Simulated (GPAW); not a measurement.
# Ballistic transport through a C chain with an Ag atom bridging one bond, cheap and dear

Wanted: the zero-bias transmission of a C chain with an Ag atom bridging one bond on a ladder of levels, with run times.

Main program and level: GPAW 26.7.0; GPAW LCAO, PAW setups; Landauer transmission from Green's functions with principal layers (ASE), zero bias.

Report form: the programs' logs are mostly left out.

## 1. Set-up

The cell holds 13 atoms: 12 C and 1 Ag. Cell: a = 9.000 Å, b = 9.000 Å, c = 15.560 Å, α = 90.0°, β = 90.0°, γ = 90.0°. Regions: left lead, 6 atoms (6 C); channel, 1 atom (1 Ag); right lead, 6 atoms (6 C). Vacuum lies along a and b. The structure is stacked along c, and the current runs across the ab planes.

## 2. Double-zeta polarised basis

The script solves lead and junction separately, takes H and S in the orbital basis, and joins semi-infinite leads through their self-energies; the dzp basis is the working standard.

Input file run.py:

```python
import json
import numpy as np
from ase import Atoms
from ase.transport.calculators import TransportCalculator
from gpaw import GPAW, FermiDirac
from gpaw.lcao.tools import get_lcao_hamiltonian
from scipy.linalg import eigh

# The junction with lead layers at both ends, along the third cell vector
device = Atoms(
    ['C', 'C', 'C', 'C', 'C', 'C', 'Ag', 'C', 'C', 'C', 'C', 'C', 'C'],
    positions=[
        [4.50000, 4.50000, 0.64000],
        [4.50000, 4.50000, 1.92000],
        [4.50000, 4.50000, 3.20000],
        [4.50000, 4.50000, 4.48000],
        [4.50000, 4.50000, 5.76000],
        [4.50000, 4.50000, 7.04000],
        [6.26538, 4.50000, 7.78000],
        [4.50000, 4.50000, 8.52000],
        [4.50000, 4.50000, 9.80000],
        [4.50000, 4.50000, 11.08000],
        [4.50000, 4.50000, 12.36000],
        [4.50000, 4.50000, 13.64000],
        [4.50000, 4.50000, 14.92000]],
    cell=[[9.0, 0.0, 0.0], [0.0, 9.0, 0.0], [0.0, 0.0, 15.56]],
    pbc=True)

# One principal layer of the lead: the first 4 atoms of the device
lead = Atoms(
    ['C', 'C', 'C', 'C'],
    positions=[
        [4.50000, 4.50000, 0.64000],
        [4.50000, 4.50000, 1.92000],
        [4.50000, 4.50000, 3.20000],
        [4.50000, 4.50000, 4.48000]],
    cell=[[9.0, 0.0, 0.0], [0.0, 9.0, 0.0], [0.0, 0.0, 5.12]],
    pbc=True)

settings = dict(mode='lcao', basis='dzp', xc='PBE', h=0.2,
                occupations=FermiDirac(0.1), maxiter=250,
                mixer=dict(beta=0.1, nmaxold=8, weight=100.0),
                convergence=dict(density=0.0001))
energies = np.arange(-3, 3 + 1e-9, 0.075)
eta = 0.0001
n1, n2 = 1, 1
# k and -k transmit alike, so half of the mesh across the current serves
mesh = [(i, j) for i in range(n1) for j in range(n2) if (i, j) <= (-i % n1, -j % n2)]
weights = np.array([1 if (i, j) == (-i % n1, -j % n2) else 2 for i, j in mesh]) / (n1 * n2)

# [... helper functions left out ...]
fermi_lead = ground_state(lead, (1, 1, 22), 'lead.txt')
fermi_device = ground_state(device, (1, 1, 5), 'device.txt')
# [... loop over the mesh left out, but for ...]
        # Shift the lead onto the potential of the device's first layer
        shift = ((H[:, 0, 0] - H0[:, 0, 0]) / S0[0, 0]).real.mean()
# [...]
kT = 8.617333e-5 * 300
bias = [0.1, 0.2, 0.5, 1.0, 1.5, 2.0]
# [... integrals and printing left out ...]
```

The run is started by

```bash
$ OMP_NUM_THREADS=1 OPENBLAS_NUM_THREADS=1 python run.py
```

Elapsed: 23 s, on 1 thread of Arm Neoverse V2, shared host; peak memory 0.55 GiB.

This step gave:

* conductance: 1.907 G₀
* largest coupling past the next principal layer: 1.03e-4 eV
* largest misfit of the first principal layer: 0.1771 eV
* shift that aligns the lead: -0.1157 eV
* basis functions of the junction: 183
* basis functions of a principal layer: 52
* transmission at the Fermi level (one spin): 1.909

One spin. The transmission, zone mean by energy, zero at the Fermi level:

energy (eV), transmission, zone mean and a bar from the least value:
```
    -3.00       1.73 #######################
    -2.77       1.76 #########################
    -2.55       1.79 ##########################
    -2.40       1.80 ##########################
    -2.17       1.82 ###########################
    -1.95       1.84 ############################
    -1.73       1.85 ############################
    -1.57       1.86 ############################
    -1.35       1.87 #############################
    -1.12       1.88 #############################
    -0.90       1.89 #############################
    -0.75       1.89 #############################
    -0.53       1.90 ##############################
    -0.30       1.91 ##############################
    -0.07       1.91 ##############################
     0.00       1.91 ##############################
     0.07       1.90 ##############################
     0.30       1.75 ########################
     0.53       1.06 
     0.75       1.65 #####################
     0.90       1.74 ########################
     1.12       1.78 ##########################
     1.35       1.80 ##########################
     1.57       1.80 ##########################
     1.65       1.80 ##########################
     1.73       1.80 ##########################
     1.95       1.80 ##########################
     2.17       1.79 ##########################
     2.40       1.79 ##########################
     2.55       1.78 #########################
     2.77       1.77 #########################
     3.00       1.75 ########################
```

Not self-consistent under bias; the bias window is split evenly. The current through one cell, from the zero-bias transmission by bias:

| bias (V) | current through one cell, from the zero-bias transmission (μA) |
| --- | --- |
| 0.100 | 14.8 |
| 0.200 | 29.5 |
| 0.500 | 73.4 |
| 1.000 | 138 |
| 1.500 | 201 |
| 2.000 | 271 |

The transmission of the three most open eigenchannels by energy, zero at the Fermi level:

| energy (eV) | channel 1 | channel 2 | channel 3 |
| --- | --- | --- | --- |
| -3.00 | 0.996 | 0.729 | 4.6e-12 |
| -2.77 | 0.996 | 0.763 | 4.8e-12 |
| -2.55 | 0.996 | 0.791 | 4.9e-12 |
| -2.40 | 0.996 | 0.807 | 5.0e-12 |
| -2.17 | 0.996 | 0.827 | 5.1e-12 |
| -1.95 | 0.996 | 0.844 | 5.2e-12 |
| -1.73 | 0.996 | 0.858 | 5.4e-12 |
| -1.57 | 0.996 | 0.866 | 5.5e-12 |
| -1.35 | 0.996 | 0.877 | 5.6e-12 |
| -1.12 | 0.996 | 0.886 | 5.8e-12 |
| -0.90 | 0.997 | 0.893 | 6.0e-12 |
| -0.75 | 0.997 | 0.898 | 6.1e-12 |
| -0.53 | 0.998 | 0.903 | 6.2e-12 |
| -0.30 | 0.999 | 0.908 | 6.4e-12 |
| -0.07 | 0.998 | 0.912 | 6.5e-12 |
| 0.00 | 0.995 | 0.913 | 6.5e-12 |
| 0.07 | 0.989 | 0.914 | 6.5e-12 |
| 0.30 | 0.917 | 0.834 | 6.0e-12 |
| 0.53 | 0.918 | 0.139 | 1.4e-11 |
| 0.75 | 0.919 | 0.730 | 9.1e-12 |
| 0.90 | 0.920 | 0.817 | 9.0e-12 |
| 1.12 | 0.920 | 0.864 | 9.1e-12 |
| 1.35 | 0.919 | 0.881 | 9.5e-12 |
| 1.57 | 0.918 | 0.886 | 1.0e-11 |
| 1.73 | 0.918 | 0.887 | 1.0e-11 |
| 1.95 | 0.917 | 0.884 | 1.1e-11 |
| 2.17 | 0.916 | 0.878 | 1.2e-11 |
| 2.40 | 0.916 | 0.869 | 1.3e-11 |
| 2.55 | 0.917 | 0.862 | 1.4e-11 |
| 2.77 | 0.919 | 0.848 | 1.5e-11 |
| 3.00 | 0.924 | 0.828 | 1.8e-11 |

Couplings past the next layer reach 1.0e-4 eV, small enough to drop; the matrix elements of the cell's first layer differ from the bulk lead's by up to 0.18 eV. That layer keeps its own values in the calculation, and only beyond it is the lead taken as perfect. The Fermi levels of lead and junction count from different zeros of potential, one for each periodic cell; with both set to zero, the small remaining shift is what aligns them. By hand: G = 1.907 × 77.48 μS = 148 μS, a resistance of 6.77 kΩ; at 0.1 V a linear junction would pass 14.8 μA, and the integral over the bias window gives 14.8 μA.

## 3. Single-zeta polarised basis

The second zeta is dropped, the polarisation orbitals stay.

Edit run.py of step 2 so:

```diff
@@ -39,3 +39,3 @@
 
-settings = dict(mode='lcao', basis='dzp', xc='PBE', h=0.2,
+settings = dict(mode='lcao', basis='szp(dzp)', xc='PBE', h=0.2,
                 occupations=FermiDirac(0.1), maxiter=250,
```

Elapsed: 17 s, on 1 thread; peak memory 0.54 GiB.

Numbers from this step:

```
conductance                                 : 1.893 G₀
largest misfit of the first principal layer : 0.3038 eV
shift that aligns the lead                  : -0.1760 eV
basis functions of the junction             : 123
basis functions of a principal layer        : 36
transmission at the Fermi level (one spin)  : 1.893
```

One spin. Transmission, zone mean against energy, zero at the Fermi level:

energy (eV), transmission, zone mean and a bar from the least value:
```
    -3.00       1.66 ######################
    -2.85       1.70 #######################
    -2.70       1.73 ########################
    -2.55       1.76 #########################
    -2.33       1.79 ##########################
    -2.17       1.80 ###########################
    -2.02       1.82 ###########################
    -1.88       1.83 ###########################
    -1.73       1.83 ############################
    -1.57       1.84 ############################
    -1.35       1.85 ############################
    -1.20       1.85 ############################
    -1.05       1.86 ############################
    -0.90       1.86 ############################
    -0.75       1.87 #############################
    -0.60       1.87 #############################
    -0.38       1.88 #############################
    -0.23       1.89 #############################
    -0.07       1.89 #############################
     0.00       1.89 #############################
     0.07       1.90 #############################
     0.23       1.90 ##############################
     0.38       1.90 ##############################
     0.60       1.91 ##############################
     0.75       1.91 ##############################
     0.82       1.91 ##############################
     0.90       1.91 ##############################
     1.05       1.89 #############################
     1.20       1.67 #######################
     1.35       0.93 
     1.57       1.60 ####################
     1.73       1.69 #######################
     1.88       1.73 ########################
     2.02       1.75 #########################
     2.17       1.75 #########################
     2.33       1.75 #########################
     2.55       1.75 #########################
     2.70       1.74 #########################
     2.85       1.74 #########################
     3.00       1.73 #########################
```

Not self-consistent under bias; the bias window is split evenly. The current through one cell, from the zero-bias transmission by bias:

| bias (V) | current through one cell, from the zero-bias transmission (μA) |
| --- | --- |
| 0.100 | 14.7 |
| 0.200 | 29.3 |
| 0.500 | 73.3 |
| 1.000 | 147 |
| 1.500 | 220 |
| 2.000 | 293 |

Transmission of the three most open eigenchannels against energy, zero at the Fermi level:

| energy (eV) | channel 1 | channel 2 | channel 3 |
| --- | --- | --- | --- |
| -3.0000 | 0.985 | 0.678 | 0 |
| -2.7750 | 0.989 | 0.726 | 0 |
| -2.4750 | 0.992 | 0.776 | 0 |
| -2.2500 | 0.992 | 0.804 | 0 |
| -2.0250 | 0.992 | 0.824 | 0 |
| -1.7250 | 0.991 | 0.842 | 0 |
| -1.5000 | 0.990 | 0.852 | 0 |
| -1.2750 | 0.989 | 0.860 | 0 |
| -0.9750 | 0.988 | 0.871 | 0 |
| -0.7500 | 0.988 | 0.878 | 0 |
| -0.5250 | 0.989 | 0.886 | 0 |
| -0.2250 | 0.990 | 0.895 | 0 |
| 0.0000 | 0.992 | 0.901 | 0 |
| 0.2250 | 0.994 | 0.906 | 0 |
| 0.5250 | 0.997 | 0.911 | 0 |
| 0.7500 | 0.999 | 0.912 | 0 |
| 0.9750 | 0.992 | 0.913 | 0 |
| 1.2750 | 0.911 | 0.293 | 0 |
| 1.5000 | 0.909 | 0.577 | 0 |
| 1.7250 | 0.906 | 0.788 | 0 |
| 2.0250 | 0.901 | 0.844 | 0 |
| 2.2500 | 0.897 | 0.855 | 0 |
| 2.4750 | 0.894 | 0.856 | 0 |
| 2.7750 | 0.890 | 0.852 | 0 |
| 3.0000 | 0.888 | 0.845 | 0 |

The conductance, 1.89 G₀, lies 0.8 % below that of the dzp run. The first layer now differs from the lead by 0.30 eV after a shift of -0.18 eV, a far poorer match of lead and junction than at the start, whatever the conductance shows.

## 4. GPAW, sz: basis = "sz(dzp)"

The minimal basis is the cheapest rung: no second zeta and no polarisation.

Edit run.py of step 3 so:

```diff
@@ -39,3 +39,3 @@
 
-settings = dict(mode='lcao', basis='szp(dzp)', xc='PBE', h=0.2,
+settings = dict(mode='lcao', basis='sz(dzp)', xc='PBE', h=0.2,
                 occupations=FermiDirac(0.1), maxiter=250,
```

Wall time 12 s (1 thread); peak memory 0.5 GiB.

Numbers from this step:

* conductance: 1.874 G₀
* largest coupling past the next principal layer: 1.04e-4 eV
* largest misfit of the first principal layer: 0.2551 eV
* shift that aligns the lead: -0.1992 eV
* basis functions of the junction: 60
* basis functions of a principal layer: 16
* transmission at the Fermi level (one spin): 1.874

One spin. Table of transmission, zone mean by energy, zero at the Fermi level:

| energy (eV) | transmission, zone mean |
| --- | --- |
| -3.0000 | 1.61 |
| -2.7750 | 1.67 |
| -2.4750 | 1.74 |
| -2.2500 | 1.77 |
| -2.0250 | 1.79 |
| -1.7250 | 1.81 |
| -1.5000 | 1.82 |
| -1.2750 | 1.82 |
| -0.9750 | 1.83 |
| -0.7500 | 1.84 |
| -0.5250 | 1.85 |
| -0.2250 | 1.86 |
| 0.0000 | 1.87 |
| 0.2250 | 1.88 |
| 0.5250 | 1.89 |
| 0.7500 | 1.90 |
| 0.9750 | 1.90 |
| 1.2750 | 1.88 |
| 1.5000 | 1.66 |
| 1.7250 | 1.07 |
| 2.0250 | 1.62 |
| 2.2500 | 1.68 |
| 2.4750 | 1.70 |
| 2.7750 | 1.70 |
| 3.0000 | 1.69 |

The conductance, 1.87 G₀, lies 1.7 % below that of the dzp run. The first layer now differs from the lead by 0.26 eV after a shift of -0.20 eV, a far poorer match of lead and junction than at the start, whatever the conductance shows.

## 5. RPBE in the dzp basis: xc = "RPBE"

Back in the dzp basis, the functional changes from PBE to RPBE, to set the spread between functionals beside that between bases.

Edit run.py of step 4 so:

```diff
@@ -39,3 +39,3 @@
 
-settings = dict(mode='lcao', basis='sz(dzp)', xc='PBE', h=0.2,
+settings = dict(mode='lcao', basis='dzp', xc='RPBE', h=0.2,
                 occupations=FermiDirac(0.1), maxiter=250,
```

Elapsed: 22 s, on 1 thread; peak memory 0.55 GiB.

Numbers from this step:

| Quantity | Value |
| --- | --- |
| conductance | 1.906 G₀ |
| largest coupling past the next principal layer | 1.03e-4 eV |
| largest misfit of the first principal layer | 0.1838 eV |
| shift that aligns the lead | -0.1170 eV |
| basis functions of the junction | 183 |
| basis functions of a principal layer | 52 |
| transmission at the Fermi level (one spin) | 1.908 |

The conductance equals that of the dzp run to 0.2 %.

## 6. All levels side by side

Times are for 1 thread of Arm Neoverse V2, shared host. Results by setting:

| no. | run | conductance (G₀) | time | memory (GiB) |
| --- | --- | --- | --- | --- |
| 1 | dzp | 1.907 | 23 s | 0.55 |
| 2 | szp | 1.893 | 17 s | 0.54 |
| 3 | sz | 1.874 | 12 s | 0.5 |
| 4 | dzp RPBE | 1.906 | 22 s | 0.55 |

## 7. The levels side by side

The curves are compared point by point over the common energies.

This step: comparison of transmission and cost over codes and levels (GPAW 26.7.0).

Ladder, by row:

| step | code | T at the Fermi level (sum over the listed spins) | conductance (G0) | r.m.s. T(E) from the first | wall time (s) | peak memory (GiB) | threads |
| --- | --- | --- | --- | --- | --- | --- | --- |
| dzp | GPAW | 1.909 | 1.907 | 0 | 22.76 | 0.55 | 1 |
| szp | GPAW | 1.893 | 1.893 | 0.2235 | 16.85 | 0.54 | 1 |
| sz | GPAW | 1.874 | 1.874 | 0.2387 | 11.65 | 0.5 | 1 |
| dzp-RPBE | GPAW | 1.908 | 1.906 | 0.01352 | 22.47 | 0.55 | 1 |

Transmission, zone mean, sum over the listed spins against energy, zero at the Fermi level:

| energy (eV) | dzp | szp | sz | dzp-RPBE |
| --- | --- | --- | --- | --- |
| -3.00 | 1.73 | 1.66 | 1.61 | 1.73 |
| -2.77 | 1.76 | 1.71 | 1.67 | 1.76 |
| -2.55 | 1.79 | 1.76 | 1.72 | 1.79 |
| -2.25 | 1.82 | 1.80 | 1.77 | 1.82 |
| -2.02 | 1.83 | 1.82 | 1.79 | 1.83 |
| -1.80 | 1.85 | 1.83 | 1.81 | 1.85 |
| -1.57 | 1.86 | 1.84 | 1.81 | 1.86 |
| -1.35 | 1.87 | 1.85 | 1.82 | 1.87 |
| -1.05 | 1.88 | 1.86 | 1.83 | 1.88 |
| -0.82 | 1.89 | 1.86 | 1.84 | 1.89 |
| -0.60 | 1.90 | 1.87 | 1.85 | 1.90 |
| -0.38 | 1.91 | 1.88 | 1.86 | 1.90 |
| -0.15 | 1.91 | 1.89 | 1.87 | 1.91 |
| -0.07 | 1.91 | 1.89 | 1.87 | 1.91 |
| 0.00 | 1.91 | 1.89 | 1.87 | 1.91 |
| 0.15 | 1.89 | 1.90 | 1.88 | 1.89 |
| 0.38 | 1.47 | 1.90 | 1.89 | 1.41 |
| 0.60 | 1.37 | 1.91 | 1.89 | 1.42 |
| 0.82 | 1.70 | 1.91 | 1.90 | 1.72 |
| 1.05 | 1.77 | 1.89 | 1.90 | 1.78 |
| 1.35 | 1.80 | 0.934 | 1.86 | 1.80 |
| 1.57 | 1.80 | 1.60 | 1.29 | 1.81 |
| 1.65 | 1.80 | 1.66 | 0.899 | 1.81 |
| 1.80 | 1.80 | 1.72 | 1.33 | 1.81 |
| 2.02 | 1.80 | 1.75 | 1.62 | 1.80 |
| 2.25 | 1.79 | 1.75 | 1.68 | 1.80 |
| 2.55 | 1.78 | 1.75 | 1.70 | 1.78 |
| 2.77 | 1.77 | 1.74 | 1.70 | 1.77 |
| 3.00 | 1.75 | 1.73 | 1.69 | 1.76 |

[end of part 1 of 2]

[Logs are printed without paths, hosts, clocks, repeated set-up lines and the standing remarks that a program may print on its own settings, such as how far it seeks lower states.]

[Hosts, paths, dates, database ids (printed as entryN), source tags and the programs' standing remarks are cut or masked in the printed files.]
